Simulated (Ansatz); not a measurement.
# The stack of 1T-SnS2 under 1T-NiTe2 , upper layer turned by 180° between two gates

How do the bands of the stack of 1T-SnS2 under 1T-NiTe2 , upper layer turned by 180° follow a displacement field between two gates?

Calculated with Ansatz 0.2.0; plane-wave DFT, LDA, Ansatz PAW, in the first sound run; inputs show where later runs differ.

## (1) The starting structure

The cell holds 6 atoms: 2 S, 1 Sn, 2 Te and 1 Ni. Its edges and angles: a = 3.740 Å, b = 3.740 Å, c = 45.969 Å, α = 90.0°, β = 90.0°, γ = 120.0°. Regions: layer 1: 1T-SnS2, 3 atoms (2 S and 1 Sn); layer 2: 1T-NiTe2, 3 atoms (2 Te and 1 Ni). Vacuum lies along c.

Coordinates:

```cif
data_structure
_symmetry_space_group_name_H-M 'P 1'
_symmetry_Int_Tables_number 1
_cell_length_a 3.7400
_cell_length_b 3.7400
_cell_length_c 45.9691
_cell_angle_alpha 90.000
_cell_angle_beta 90.000
_cell_angle_gamma 120.000
_cell_volume 556.85
loop_
_atom_site_label
_atom_site_type_symbol
_atom_site_fract_x
_atom_site_fract_y
_atom_site_fract_z
_atom_site_occupancy
S1 S 0.66667 0.33333 0.41876 1
Sn2 Sn 0.00000 0.00000 0.43850 1
S3 S 0.33333 0.66667 0.45825 1
Te4 Te 0.66667 0.33333 0.52677 1
Ni5 Ni 0.33333 0.66667 0.55401 1
Te6 Te 0.00000 0.00000 0.58124 1
```

## (2) Relaxing the slab

The starting cell is a guess, so the in-plane lattice and the atoms are relaxed first, with the slab cut off from its images along the normal.

Contents of input.yaml:

```yaml
crystal:
  lattice:
    - [3.74, 0.0, 0.0]
    - [-1.87, 3.2389350102, 0.0]
    - [0.0, 0.0, 45.9691285056]
  atoms:
    - { symbol: S, position: [0.6666666667, 0.3333333333, 0.4187592984] }
    - { symbol: Sn, position: [0.0, 0.0, 0.4385026229] }
    - { symbol: S, position: [0.3333333333, 0.6666666667, 0.4582459474] }
    - { symbol: Te, position: [0.6666666667, 0.3333333333, 0.5267701963] }
    - { symbol: Ni, position: [0.3333333333, 0.6666666667, 0.5540054489] }
    - { symbol: Te, position: [0.0, 0.0, 0.5812407016] }
  periodic: [true, true, false]
kpoints:
  mp_grid: { grid: [12, 12, 1] }
hamiltonian:
  xc: lda
scf:
  occupations: { method: fermi_dirac, width: 0.05 }
  convergence: { dr2_threshold: 1.0e-09 }
relax:
  f_tol: 0.004
  max_steps: 90
  cell: {}
output:
  write_potential: true
  write_density: true
  volumetric_format: npy
```

Command:

```sh
ansatz run input.yaml --threads 4 --pin off --max-ram 6144MiB --backend cpu --events-out ev --progress --plain --runs-dir out
```

The program printed:

```text
Warning: relax.cell: scf.convergence.dr2_threshold = 1e-9 eV is looser than the 1.96611434258e-10 eV advised for a relaxation that steers and ends on the stress (1e-10 eV for each atom of the cell: 6, times the square of relax.cell.stress_2d_tol = 0.05 N/m over 17.5 Å (the atoms' height at the walk's start and 5 Å past either face), 2.862e-2 GPa, over a crystal's default 0.05). What an SCF threshold leaves in a stress goes as its square root, and in the free energy as the threshold itself, and one threshold admits the most on a small cell: [figures from the program's tests cut] Set scf.convergence.dr2_threshold to 1.96611434258e-10 eV or tighter. [rest of the remark cut]
Engine: ansatz 0.2.0, aarch64-unknown-linux-gnu
Pseudopotentials: kind: paw
Pseudopotential: S, paw, valence charge 6, recommended cutoff 420 eV (normal), S.paw.azcp
Pseudopotential: Sn, paw, valence charge 14, recommended cutoff 420 eV (normal), Sn.paw.azcp
Pseudopotential: Te, paw, valence charge 16, recommended cutoff 420 eV (normal), Te.paw.azcp
Pseudopotential: Ni, paw, valence charge 18, recommended cutoff 420 eV (normal), Ni.paw.azcp
Functional definition: SPW92
  exchange = slater_x
  correlation = pw_c
Crystal: 6 atoms, lattice volume = 556.852 Å³
Basis set: ecut = 420 eV, 10953 PW (Γ)
Bands: 46, of which v1, the nominal top of the filled ones, is band 38 counted from 1 (37 counted from 0)
Symmetry: 6 space group operations
Space group: P3m1 (ITA 156), of the structure as read, at distance tolerance 8.2e-5 Å
k-points: 19 of 144 (time reversal used)
Non-local potential: S, projectors of the file, l = 0: 2, l = 1: 2, l = 2: 2
Non-local potential: Sn, projectors of the file, l = 0: 2, l = 1: 2, l = 2: 2, l = 3: 2
Non-local potential: Te, projectors of the file, l = 0: 2, l = 1: 2, l = 2: 2, l = 3: 2
Non-local potential: Ni, projectors of the file, l = 0: 3, l = 1: 2, l = 2: 3, l = 3: 1
PAW form: soft (Blöchl's): semilocal exchange-correlation on the pseudo side does not see the compensation charge
PAW frozen core: S, regenerated for the run's functional, and the local potential with it (the file was generated under x = pbe(κ = 0.804, μ = 0.219515), c = pbe(β = 0.066725))
PAW frozen core: Sn, regenerated for the run's functional, and the local potential with it (the file was generated under x = pbe(κ = 0.804, μ = 0.219515), c = pbe(β = 0.066725))
PAW frozen core: Te, regenerated for the run's functional, and the local potential with it (the file was generated under x = pbe(κ = 0.804, μ = 0.219515), c = pbe(β = 0.066725))
PAW frozen core: Ni, regenerated for the run's functional, and the local potential with it (the file was generated under x = pbe(κ = 0.804, μ = 0.219515), c = pbe(β = 0.066725))
PAW one-centre angular grid: S, 110 points (default); XC on 64 Gauss nodes
PAW one-centre angular grid: Sn, 590 points (default); XC on 64 Gauss nodes
PAW one-centre angular grid: Te, 590 points (default); XC on 64 Gauss nodes
PAW one-centre angular grid: Ni, 590 points (default); XC on 64 Gauss nodes
Initial density: superposition of atomic densities (neutral atoms: chi_scale 0, normalization atom), corrected by the library's trained network
Initial wavefunctions: pseudopotential atomic-orbital guess
Functional: x = slater, c = lda
SCF iter   1: F=—  HF=-27045.254776 eV  |F-HF|=—  |Δ(HF+E_count)|=         —  Δρ=5.03e-3  dr2=2.33e-1  ethr=1.77e-3  ⟨swp⟩=19.8  Hψ=6732  notcnv=0  defer=11
preconditioner: auto → LDOS  [metal: Δε(μ)=0.127 eV  Ē_g=8.985 eV  σ=0.050 eV  W_gap=0.49  n_scr=46 (ndim 8)  ℏωp=9.7 eV  f_vac=0.753  D(μ)=1.63/eV (n_scr^D=10)  β→1.0]
SCF iter   2: F=—  HF=-27045.265382 eV  |F-HF|=—  |Δ(HF+E_count)|=   1.06e-2  Δρ=6.41e-3  dr2=3.06e-1  ethr=3.06e-4  ⟨swp⟩=5.4  Hψ=2098  notcnv=0  defer=28
SCF iter   3: F=—  HF=-27045.217441 eV  |F-HF|=—  |Δ(HF+E_count)|=   4.79e-2  Δρ=9.71e-4  dr2=2.50e-2  ethr=3.06e-4  ⟨swp⟩=5.1  Hψ=1761  notcnv=0  defer=27
SCF iter   4: F=—  HF=-27045.215483 eV  |F-HF|=—  |Δ(HF+E_count)|=   1.96e-3  Δρ=1.00e-3  dr2=4.58e-3  ethr=3.30e-5  ⟨swp⟩=3.5  Hψ=1700  notcnv=0  defer=23
SCF iter   5: F=—  HF=-27045.214937 eV  |F-HF|=—  |Δ(HF+E_count)|=   5.46e-4  Δρ=1.80e-4  dr2=3.66e-4  ethr=6.02e-6  ⟨swp⟩=2.9  Hψ=1430  notcnv=0  defer=23
SCF iter   6: F=—  HF=-27045.214929 eV  |F-HF|=—  |Δ(HF+E_count)|=   7.20e-6  Δρ=1.14e-4  dr2=7.76e-5  ethr=4.81e-7  ⟨swp⟩=3.0  Hψ=1631  notcnv=0  defer=23
SCF iter   7: F=—  HF=-27045.214929 eV  |F-HF|=—  |Δ(HF+E_count)|=   2.91e-8  Δρ=2.80e-5  dr2=4.09e-6  ethr=1.02e-7  ⟨swp⟩=3.2  Hψ=1493  notcnv=0  defer=23
SCF iter   8: F=—  HF=-27045.214992 eV  |F-HF|=—  |Δ(HF+E_count)|=   6.30e-5  Δρ=1.83e-5  dr2=1.62e-6  ethr=5.38e-9  ⟨swp⟩=3.3  Hψ=1981  notcnv=0  defer=23
SCF iter   9: F=—  HF=-27045.214992 eV  |F-HF|=—  |Δ(HF+E_count)|=   1.87e-8  Δρ=7.15e-6  dr2=3.03e-7  ethr=2.13e-9  ⟨swp⟩=2.6  Hψ=1559  notcnv=0  defer=23
SCF iter  10: F=—  HF=-27045.214993 eV  |F-HF|=—  |Δ(HF+E_count)|=   2.17e-7  Δρ=4.36e-6  dr2=7.57e-8  ethr=3.99e-10  ⟨swp⟩=2.9  Hψ=1741  notcnv=0  defer=23
SCF iter  11: F=—  HF=-27045.214993 eV  |F-HF|=—  |Δ(HF+E_count)|=   4.35e-8  Δρ=5.98e-7  dr2=7.70e-9  ethr=9.96e-11  ⟨swp⟩=3.2  Hψ=1744  notcnv=0  defer=23
SCF iter  12: F=—  HF=-27045.214993 eV  |F-HF|=—  |Δ(HF+E_count)|=   3.36e-8  Δρ=4.15e-7  dr2=1.20e-9  ethr=1.01e-11  ⟨swp⟩=3.2  Hψ=1695  notcnv=0  defer=23
SCF iter  13: F=-27045.214993 eV  HF=-27045.214993 eV  |F-HF|=2.40e-9  |Δ(HF+E_count)|=   1.11e-8  Δρ=1.72e-7  dr2=1.97e-10  ethr=1.32e-12  ⟨swp⟩=12.0  Hψ=6374  notcnv=0
SCF 1 converged in 13 iterations: F = -27045.214993 eV  dr2 = 1.97e-10
  greatest PAW one-centre occupation: 1.002 electrons in one spin orbital (limit 2), on the Ni atom at site 4 (counted from 0), in its partial waves of l = 1
relax step   1: F+E_penalty+E_count = -27045.21499258 eV  Δ(F+E_penalty+E_count) = +0.000e0 eV  max|allowed force component| = 5.127e0 eV/Å  Δτ_max = 0.0000 Å  P = +20.326 N/m  Ω = 556.852 Å³  fix = [c, alpha, beta]  reactions: c +0.000 N/m  (13 SCF iters, accepted)
Crystal: 6 atoms, lattice volume = 565.749 Å³
Basis set: ecut = 420 eV, 11109 PW (Γ)
Initial density: handed on by an earlier stage of this run
Initial wavefunctions: those handed on with the density
iter 1 solved again at ethr=1.80e-4 eV; its pass at ethr=3.10e-3 eV (dr2=1.36e-1 eV) is discarded
SCF iter   1: F=—  HF=-27046.951813 eV  |F-HF|=—  |Δ(HF+E_count)|=         —  Δρ=3.98e-3  dr2=1.34e-1  ethr=1.80e-4  ⟨swp⟩=4.2  Hψ=6379  notcnv=0
preconditioner: auto → LDOS  [metal: Δε(μ)=0.065 eV  Ē_g=8.695 eV  σ=0.050 eV  W_gap=0.30  n_scr=58 (ndim 8)  ℏωp=9.6 eV  f_vac=0.750  D(μ)=2.30/eV (n_scr^D=12)  β→1.0]
[...]
relax step   5: F+E_penalty+E_count = -27047.98031637 eV  Δ(F+E_penalty+E_count) = -5.018e-4 eV  max|allowed force component| = 1.691e-1 eV/Å  Δτ_max = 0.1461 Å  P = -0.875 N/m  Ω = 542.235 Å³  energy of the carried Pulay correction = +1.767e-3 eV  fix = [c, alpha, beta]  reactions: c -0.000 N/m  (11 SCF iters, accepted)
[...]
relax step   6: F+E_penalty+E_count = -27047.98975642 eV  Δ(F+E_penalty+E_count) = -9.440e-3 eV  max|allowed force component| = 3.523e-2 eV/Å  Δτ_max = 0.0544 Å  P = -0.100 N/m  Ω = 539.361 Å³  energy of the carried Pulay correction = +2.120e-3 eV  fix = [c, alpha, beta]  reactions: c -0.000 N/m  (10 SCF iters, accepted)
[...]
relax step   7: F+E_penalty+E_count = -27047.99032197 eV  Δ(F+E_penalty+E_count) = -5.655e-4 eV  max|allowed force component| = 2.634e-2 eV/Å  Δτ_max = 0.0125 Å  P = -0.061 N/m  Ω = 538.743 Å³  energy of the carried Pulay correction = +2.196e-3 eV  fix = [c, alpha, beta]  reactions: c -0.000 N/m  (8 SCF iters, accepted)
[...]
relax step   8: F+E_penalty+E_count = -27047.99046926 eV  Δ(F+E_penalty+E_count) = -1.473e-4 eV  max|allowed force component| = 7.454e-3 eV/Å  Δτ_max = 0.0077 Å  P = +0.012 N/m  Ω = 538.508 Å³  energy of the carried Pulay correction = +2.225e-3 eV  fix = [c, alpha, beta]  reactions: c +0.000 N/m  (8 SCF iters, accepted)
[...]
relax step   9: F+E_penalty+E_count = -27047.99044943 eV  Δ(F+E_penalty+E_count) = +1.983e-5 eV  max|allowed force component| = 1.766e-3 eV/Å  Δτ_max = 0.0044 Å  P = +0.002 N/m  Ω = 538.859 Å³  energy of the carried Pulay correction = +2.181e-3 eV  fix = [c, alpha, beta]  reactions: c +0.000 N/m  (7 SCF iters, accepted)
Initial wavefunctions: pseudopotential atomic-orbital guess (no wavefunctions were taken with the density)
iter 1 solved again at ethr=1.32e-6 eV; its pass at ethr=3.10e-3 eV (dr2=1.00e-3 eV) is discarded
SCF iter   1: F=—  HF=-27047.989060 eV  |F-HF|=—  |Δ(HF+E_count)|=         —  Δρ=2.31e-5  dr2=5.77e-7  ethr=1.32e-6  ⟨swp⟩=5.1  Hψ=9613  notcnv=0
eigensolver tolerance schedule: the retry pair's looser diagonalisation over-reported the residual by 1736.77 of it (diagonalisation noise at 2.85 of the residual, at the tolerance the schedule requests for it); recorded, not acted on — ethr = c·dr2/N_el stays at c = 1.0e-1
preconditioner: auto → LDOS  [metal: Δε(μ)=0.026 eV  Ē_g=8.507 eV  σ=0.050 eV  W_gap=0.13  n_scr=28 (ndim 8)  ℏωp=9.9 eV  f_vac=0.738  D(μ)=3.26/eV (n_scr^D=14)  β→1.0]
SCF iter   2: F=—  HF=-27047.989112 eV  |F-HF|=—  |Δ(HF+E_count)|=   5.21e-5  Δρ=6.49e-5  dr2=2.35e-5  ethr=7.60e-10  ⟨swp⟩=4.9  Hψ=2891  notcnv=0
SCF iter   3: F=—  HF=-27047.989106 eV  |F-HF|=—  |Δ(HF+E_count)|=   5.88e-6  Δρ=8.01e-6  dr2=2.16e-6  ethr=7.60e-10  ⟨swp⟩=2.8  Hψ=1729  notcnv=0
SCF iter   4: F=—  HF=-27047.989111 eV  |F-HF|=—  |Δ(HF+E_count)|=   4.69e-6  Δρ=3.95e-5  dr2=6.04e-6  ethr=7.60e-10  ⟨swp⟩=3.1  Hψ=1902  notcnv=0  recentre
SCF iter   5: F=—  HF=-27047.989110 eV  |F-HF|=—  |Δ(HF+E_count)|=   8.16e-7  Δρ=1.46e-6  dr2=6.51e-8  ethr=7.60e-10  ⟨swp⟩=2.3  Hψ=1619  notcnv=0
SCF iter   6: F=—  HF=-27047.989110 eV  |F-HF|=—  |Δ(HF+E_count)|=   3.69e-7  Δρ=4.59e-7  dr2=8.08e-9  ethr=8.56e-11  ⟨swp⟩=3.5  Hψ=1888  notcnv=0
SCF iter   7: F=-27047.989110 eV  HF=-27047.989110 eV  |F-HF|=3.88e-9  |Δ(HF+E_count)|=   2.41e-8  Δρ=1.57e-7  dr2=8.66e-10  ethr=1.32e-12  ⟨swp⟩=14.7  Hψ=7635  notcnv=0
SCF 10 converged in 7 iterations: F = -27047.989110 eV  dr2 = 8.66e-10
relax step  10: F+E_penalty+E_count = -27047.98911035 eV  Δ(F+E_penalty+E_count) = +1.339e-3 eV  max|allowed force component| = 1.554e-3 eV/Å  Δτ_max = 0.0000 Å  P = -0.033 N/m  Ω = 538.859 Å³  fix = [c, alpha, beta]  reactions: c -0.000 N/m  stress off target by 3.30e-2 N/m on what of the cell is left free  SCF on the basis re-selected at this cell (its energy is not comparable with the rows above)  (7 SCF iters)
basis re-selected at this cell: Δ(F+E_penalty+E_count) = +1.339e-3 eV, ΔP = -0.035 N/m vs the last step (what re-selecting the basis moved, of the pressure what is left beyond the Pulay correction that the steps carried, after the strain that the cell walked since its last selection, with what the two solves' SCF thresholds leave and, on support functions, any second-order correction that the steps lacked; it is no m [...]
WARN: The output density's exchange-correlation potential varies sharply where the density is thin. Do not read a vacuum level from v_tot or v_xc, or from such a field of the output density. On a cell that repeats whose density bears no net charge and no dipole along the vacuum's axis use v_es (v_loc + v_h of the components); under efield.dipole_correction with no amplitude use v_es + v_field, which holds any externa [...]
SCF converged after 7 iterations
Free energy (F): -27047.989110 eV
Harris-Foulkes:  -27047.989110 eV  (|F-HF|=3.88e-9)
Internal energy: -27047.962256 eV  (E = F + TS)
E sigma→0 (E₀):  -27047.975683 eV
Entropy (-TS):   -0.026855 eV (-4.476 meV/atom)
Fermi energy:    -5.054287 eV
--- Per-component energies (eV) ---
  E_band       = -2141.039887
  E_kinetic    = 1054.755015
  E_local      = -377762.848063  (includes V_loc(G=0)·N_el)
  E_nonlocal   = 63.273040
  E_hartree    = 188382.827843
  E_xc         = -904.256897
  E_vxc        = -594.366504  (∫ρ·V_xc dr)
  E_paw        = -15722.359009  (= ΣΔE_a)
  E_vpaw       = -1667.504236  (= ΣTr[D̂ρ^β])
  E_aug_tail   = -0.000014  (compensation charges beyond the density's cutoff)
  E_ewald      = 177838.123094
  E_core_change = 2.522736  (= ΣΔE_core)
  E_smearing   = -0.026855  (= −TS)
  E_closure    = 0.000000  (closes the sum)
  Σ components = -27047.989110   (vs F -27047.989110, Δ=0.00e0)
--- Forces (eV/Å), atoms counted from 1 ---
  atom   1  S      0.00000000    -0.00000000    -0.00096233
  atom   2  Sn     0.00000000    -0.00000000     0.00070191
  atom   3  S      0.00000000     0.00000000     0.00099391
  atom   4  Te     0.00000000     0.00000000     0.00031790
  atom   5  Ni     0.00000000    -0.00000000     0.00034442
  atom   6  Te     0.00000000     0.00000000    -0.00158591
  max |Σ_I F_I| component: 1.90e-4 eV/Å
--- 2D stress c σ (N/m, compression-positive) ---
       -0.033009      -0.000000      -0.000000
        0.000000      -0.033009       0.000000
       -0.000000       0.000000      -0.000000
  P = ½ c Tr σ = -0.0330 N/m
--- Band table (eV; the first three rows and the last of 19) ---
  k-point 0: bands = [... 34 lower, -6.7819, -5.4908, -4.4690, -4.4690, -3.9016, -3.2031, -3.2031, -3.0344, ... 4 higher]
  k-point 1: bands = [... 34 lower, -6.7509, -5.2839, -5.0188, -4.6828, -3.8560, -3.5841, -3.2209, -2.6459, ... 4 higher]
  k-point 2: bands = [... 34 lower, -6.7372, -5.9589, -5.1879, -5.0678, -4.4853, -3.7592, -3.2885, -2.0546, ... 4 higher]
  k-point 18: bands = [... 34 lower, -7.2749, -7.0884, -6.8078, -6.6546, -4.9798, -4.6973, -3.8288, -0.9273, ... 4 higher]
  the weakly bound empty levels are not read free of the cell's end (no_gap_told)
--- Relaxed structure (9 steps of the walk, 9 accepted, 1 SCFs on fresh bases) ---
  F+E_penalty+E_count = -27047.98911035 eV   max|allowed force component| = 1.554e-3 eV/Å   (the final SCF, on the basis selected at the relaxed cell)
  cell:  # Å, volume = 538.8590 Å³
    - [3.679079, 0, 0]
    - [-1.839539, 3.186176, 0]
    - [0, 0, 45.9691285056]
  atoms:
    - { symbol: S, position: [0.666667, 0.333333, 0.405322] }
    - { symbol: Sn, position: [-3.021328e-18, 0, 0.436585] }
    - { symbol: S, position: [0.333333, 0.666667, 0.468947] }
    - { symbol: Te, position: [0.666667, 0.333333, 0.526532] }
    - { symbol: Ni, position: [0.333333, 0.666667, 0.555494] }
    - { symbol: Te, position: [5.363031e-18, 0, 0.584644] }
```

The job ended after 2.6 min (4 threads of Arm Neoverse V1, shared host; peak memory 1.1 GiB; 10 min of CPU time).

Relaxation path:

| step | energy less that of the first step (eV) | largest force component (eV/Å) | volume (Å³) |
| --- | --- | --- | --- |
| 1 | 0.0000 | 5.1267 | 556.85 |
| 2 | -1.7022 | 3.1542 | 565.75 |
| 3 | -2.5246 | 1.4235 | 563.50 |
| 4 | -2.7648 | 0.1803 | 542.29 |
| 5 | -2.7653 | 0.1691 | 542.24 |
| 6 | -2.7748 | 0.0352 | 539.36 |
| 7 | -2.7753 | 0.0263 | 538.74 |
| 8 | -2.7755 | 0.0075 | 538.51 |
| 9 | -2.7755 | 0.0018 | 538.86 |
| 10* | -2.7741 | 0.0016 | 538.86 |

Relaxation steps marked * repeat the geometry before them on a plane-wave basis chosen anew for their cell, so energy and pressure can jump there.

Forces are held to the 6 operations that the program found; a distortion that breaks them can't arise in this run.

| cell as run | before | after | change |
| --- | --- | --- | --- |
| a (Å) | 3.740 | 3.679 | -1.6 % |
| b (Å) | 3.740 | 3.679 | -1.6 % |

The atoms that moved most (Å, along periodic axes as changes of fractional coordinates times the final cell, across vacuum about the mean position):

| atom | dx | dy | dz | length |
| --- | --- | --- | --- | --- |
| S1 | 0.000 | 0.000 | -0.618 | 0.618 |
| S3 | 0.000 | 0.000 | 0.492 | 0.492 |
| Te6 | 0.000 | 0.000 | 0.156 | 0.156 |
| Sn2 | 0.000 | 0.000 | -0.088 | 0.088 |
| Ni5 | 0.000 | 0.000 | 0.068 | 0.068 |
| Te4 | 0.000 | 0.000 | -0.011 | 0.011 |

The relaxed structure:

```xyz
6
Lattice="3.6791 0.0000 0.0000 -1.8395 3.1862 0.0000 0.0000 0.0000 45.9691" Properties=species:S:1:pos:R:3
S     1.8395    1.0621   18.6323
Sn    0.0000    0.0000   20.0694
S     0.0000    2.1241   21.5571
Te    1.8395    1.0621   24.2042
Ni    0.0000    2.1241   25.5356
Te    0.0000    0.0000   26.8756
```

Numbers from this step:

| Item | Value |
| --- | --- |
| energy at zero smearing | -27047.9757 eV |

The lattice constant a goes from 3.740 to 3.679 Å.

[end of part 1 of 3]

[Long decimals in the printed logs are rounded to 6 places.]

[Logs are printed without paths, hosts, clocks, repeated set-up lines and the standing remarks that a program may print on its own settings, such as how far it seeks lower states.]

[Hosts, paths, dates, database ids (printed as entryN), source tags and the programs' standing remarks are cut or masked in the printed files.]

[Maps of the electrostatic potential energy from Ansatz leave out the sawtooth potential of an applied field or a dipole correction, so their vacuum need not be flat; planar profiles and work functions include it.]
